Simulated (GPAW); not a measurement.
# O K ELNES/XANES of MnO2 (P-3m1) from DFT, part 2 of 2

What does one-electron theory with a core hole give for the O K edge of MnO2 (P-3m1)?

GPAW 26.7.0; X-ray absorption from dipole matrix elements to empty bands, plane-wave PAW LDA+U.

So far. Step 2 (The field without a hole): The mesh shows a gap of 1.93 eV, so the hole is first treated in a charged cell, without the excited electron. Step 3 (Spectrum without a core hole, O atom 2): Main maxima below 24 eV (height): 0.9 eV (3.27), 3.3 eV (2.11) and 14.2 eV (1.84). A K edge sees empty p states; the first features are O p mixed into the empty d states of the Mn neighbours, and the broad ones above probably into the cations' higher empty bands.

## (5) Spectrum with FCH, O atom 2 (continued)

The O K spectrum, O atom 2, full core hole (charged cell) (energy from the lowest empty level; intensity scaled to a mean of 1 over the first 20 eV; polarised curves are means over the symmetry-equivalent atoms):

```
E (eV)  isotropic  ε ⊥ c  ε ∥ c
  -2.0       0.00   0.00   0.00
  -1.4       0.00   0.00   0.00
  -0.8       0.05   0.04   0.08
  -0.2       0.86   0.73   1.12
   0.4       2.23   2.48   1.73
   1.0       1.62   2.01   0.85
   1.6       1.20   1.17   1.26
   2.2       0.97   0.91   1.08
   2.8       1.25   1.30   1.15
   3.4       1.22   1.58   0.49
   4.0       0.22   0.30   0.06
   4.6       0.01   0.01   0.00
   5.2       0.00   0.00   0.00
   5.8       0.00   0.01   0.00
   6.4       0.03   0.03   0.03
   7.0       0.09   0.09   0.08
   7.6       0.20   0.21   0.19
   8.2       0.40   0.41   0.39
   8.8       0.68   0.69   0.66
   9.4       1.03   1.09   0.91
  10.0       1.33   1.46   1.06
  10.6       1.52   1.71   1.14
  11.2       1.66   1.87   1.22
  11.8       1.79   1.99   1.39
  12.4       1.93   2.07   1.63
  13.0       2.01   2.09   1.85
  13.6       2.01   2.08   1.87
  14.2       1.90   2.00   1.70
  14.8       1.65   1.74   1.48
  15.4       1.33   1.32   1.36
  16.0       1.05   0.93   1.27
  16.6       0.84   0.68   1.16
  17.2       0.70   0.55   0.99
  17.8       0.59   0.50   0.79
  18.4       0.54   0.50   0.61
  19.0       0.52   0.54   0.48
  19.6       0.53   0.59   0.41
  20.2       0.54   0.62   0.37
  20.8       0.54   0.62   0.37
  21.4       0.54   0.61   0.41
  22.0       0.54   0.57   0.49
  22.6       0.55   0.51   0.61
  23.2       0.55   0.45   0.74
  23.8       0.55   0.40   0.87
  24.4       0.56   0.36   0.96
  25.0       0.57   0.35   1.00
  25.6       0.57   0.36   0.98
  26.2       0.56   0.38   0.92
  26.8       0.55   0.40   0.85
  27.4       0.54   0.42   0.78
  28.0       0.54   0.45   0.73
  28.6       0.56   0.48   0.71
  29.2       0.58   0.52   0.70
  29.8       0.62   0.59   0.70
  30.4       0.68   0.67   0.68
  31.0       0.74   0.78   0.65
  31.6       0.81   0.91   0.61
```

Main maxima below 24 eV (height): 0.5 eV (2.26), 3.1 eV (1.48) and 13.3 eV (2.03). 

The hole costs E(hole) − E(ground) = 520.14 eV, and the lowest empty level of the hole cell on the spectrum's mesh lies at 4.53 eV, which puts the zero at 524.67 eV.

## (6) Excitation energy, O atom 2

With the excited electron kept in the cell the system stays neutral, and the energy difference is an excitation energy by itself. In a small cell that electron takes up a good share of the lowest empty band, or all of one, which shifts the value from the true onset.

Changed against the first core-hole run: core hole to XCH, with the smearing that suits a partly filled band.

scf.py

```python
import numpy as np
from ase import Atoms
from ase.parallel import parprint, paropen
from gpaw import GPAW, PW, FermiDirac, Mixer, MixerDif, setup_paths
from gpaw.test import gen
setup_paths.insert(0, '.')
gen('O', name='fch1s', xcname='LDA', corehole=(1, 0, 1), write_xml=True)
from gpaw.mpi import world
world.barrier()

atoms = Atoms('Mn4O8',
    cell=[[-1.42828909, -2.47386927, -4.60137406],
     [1.42828909, 2.47386927, -4.60137406],
     [5.71315636, 0, 0]],
    scaled_positions=[[0.75, 0.75, 0],
     [0.25, 0.25, 0],
     [0.75, 0.75, 0.5],
     [0.25, 0.25, 0.5],
     [0.31352038, 0.98018705, 0.83333333],
     [0.81352038, 0.48018705, 0.83333333],
     [0.31352038, 0.98018705, 0.33333333],
     [0.81352038, 0.48018705, 0.33333333],
     [0.68647962, 0.01981295, 0.16666667],
     [0.18647962, 0.51981295, 0.16666667],
     [0.68647962, 0.01981295, 0.66666667],
     [0.18647962, 0.51981295, 0.66666667]],
    magmoms=[4.0, 4.0, 4.0, 4.0, 0.0, 0.0, 0.0, 0.0, 0.0, 0.0, 0.0, 0.0],
    pbc=True)
atoms.calc = calc = GPAW(legacy_gpaw=True, mode=PW(500, force_complex_dtype=True), xc='LDA', setups={'Mn': ':d,3.9', 4: 'fch1s'},
    kpts={'size': (3, 3, 3), 'gamma': True}, occupations=FermiDirac(0.04),
    charge=-1, mixer=MixerDif(0.05, 8, 50), maxiter=150,
    convergence={'density': 0.0001, 'eigenstates': 1e-6}, txt='scf.txt')
energy = atoms.get_potential_energy() + calc.get_reference_energy()
ef = calc.get_fermi_level()
out = dict(energy=energy, fermi=ef, forces=atoms.get_forces().tolist(), magmoms=atoms.get_magnetic_moments().tolist())
parprint(f'all-electron energy {energy:.4f} eV, Fermi level {ef:.4f} eV')
ev = np.array([[calc.get_eigenvalues(k, s) for k in range(len(calc.get_ibz_k_points()))] for s in range(calc.get_number_of_spins())])
out['homo'], out['lumo'], out['counts'] = ev[ev < ef].max(), ev[ev > ef].min(), sorted(set((ev < ef).sum((0, 2)).tolist()))
out['filled'] = (ev[:, 0] < ef).sum(1).tolist()
import json
with paropen('out.json', 'w') as f:
    json.dump(out, f)
```

Launch:

```
$ OMP_NUM_THREADS=1 mpirun -n 4 gpaw python scf.py
```

Run time: 6.1 min. Hardware: 4 MPI ranks of Intel Xeon Platinum 8488C (Sapphire Rapids), shared host; peak memory 0.28 GiB.

The iterations didn't settle within their limit, so this step gives no result.

## (7) With and without the hole

Both curves are counted from their own zero, so only the shift of weight within the empty states shows.

```
E (eV)  no hole   FCH
  -2.0     0.00  0.00
  -1.0     0.00  0.01
   0.0     0.77  1.42
   1.0     3.23  1.62
   2.0     1.10  1.07
   3.0     1.71  1.45
   4.0     0.65  0.22
   5.0     0.00  0.00
   6.0     0.02  0.01
   7.0     0.11  0.09
   8.0     0.34  0.33
   9.0     0.63  0.79
  10.0     0.83  1.33
  11.0     0.97  1.61
  12.0     1.22  1.84
  13.0     1.56  2.01
  14.0     1.84  1.95
  15.0     1.67  1.55
  16.0     1.21  1.05
  17.0     0.84  0.74
  18.0     0.60  0.57
  19.0     0.53  0.52
  20.0     0.53  0.53
  21.0     0.53  0.54
  22.0     0.51  0.54
  23.0     0.48  0.55
  24.0     0.47  0.56
  25.0     0.48  0.57
  26.0     0.47  0.56
  27.0     0.45  0.55
  28.0     0.43  0.54
  29.0     0.44  0.57
  30.0     0.48  0.64
  31.0     0.52  0.74
  32.0     0.59  0.86
```

With each curve scaled to its own mean, the area from −2 to 6 eV with the hole is 5.8 against 7.5, and the centre of weight from −1 to 20 eV moves by +0.7 eV (first and strongest maxima below 20 eV: 0.9 eV (3.27), 3.3 eV (2.11) and 14.2 eV (1.84) without the hole, 0.5 eV (2.26), 3.1 eV (1.48) and 13.3 eV (2.03) with it): the weight at the onset falls, probably as the absorber's own filled states drop away from the neighbours' empty ones and mix less with them.

## (8) Outcome

```yaml
absorber_and_edge: O K, atom 2 of the ground-state input (counted from 1)
surroundings: 3 Mn at 1.90 Å (pyramidal, site symmetry 3m)
highest_intensity_below_16_ev: 0.5 eV above the zero, height 2.26
photon_energy_of_the_zero_spin_polarised_hole_raw: 524.7 eV (LDA puts this hole about 4 eV below PBE, itself good to a few eV)
```

In words: The O K edge of atom 2, with 3 Mn at 1.90 Å (pyramidal, site symmetry 3m), has its highest intensity of the first 16 eV at 0.5 eV above the zero, near 525 eV in photon energy (LDA puts this hole about 4 eV below PBE, itself good to a few eV), 2.3 times the mean level of the first 20 eV (Gaussian full width 0.9 eV up to 4 eV, rising linearly to 3.5 eV at 25 eV). With each curve scaled to its own mean, the area from −2 to 6 eV with the hole is 5.8 against 7.5, and the centre of weight from −1 to 20 eV moves by +0.7 eV (first and strongest maxima below 20 eV: 0.9 eV (3.27), 3.3 eV (2.11) and 14.2 eV (1.84) without the hole, 0.5 eV (2.26), 3.1 eV (1.48) and 13.3 eV (2.03) with it): the weight at the onset falls, probably as the absorber's own filled states drop away from the neighbours' empty ones and mix less with them. At the O K edge of atom 2 polarisation matters most near 0.8 eV, where the curves differ by 1.5 on this scale. The hole lies in one spin channel, while the script sums the empty states of both and takes the lower zero; where the two channels are split, this blurs and shifts the curve. The spins start ferromagnetically in a simple order, which needn't be the measured one; gap and edge can depend on it. The holes are only 5.4 Å apart, so the shape is probably not converged with cell size; no larger cell was run here. The mesh is coarse (0.36 Å⁻¹ between points), so small maxima may be mesh ripples. The structure is a computed Materials Project entry and may be a hypothetical form.

[Logs are printed without paths, hosts, clocks, repeated set-up lines and the standing remarks that a program may print on its own settings, such as how far it seeks lower states.]

[Hosts, paths, dates, database ids (printed as entryN), source tags and the programs' standing remarks are cut or masked in the printed files.]

[Lists of maxima count a maximum above −3 eV only where it reaches 4 % of the highest in the window and stands out from its surroundings by 2 % of it (1.5 % where it reaches 55 %); shoulders and weaker maxima are passed over, and of the rest the first, up to two pre-edge ones and the few strongest are named.]
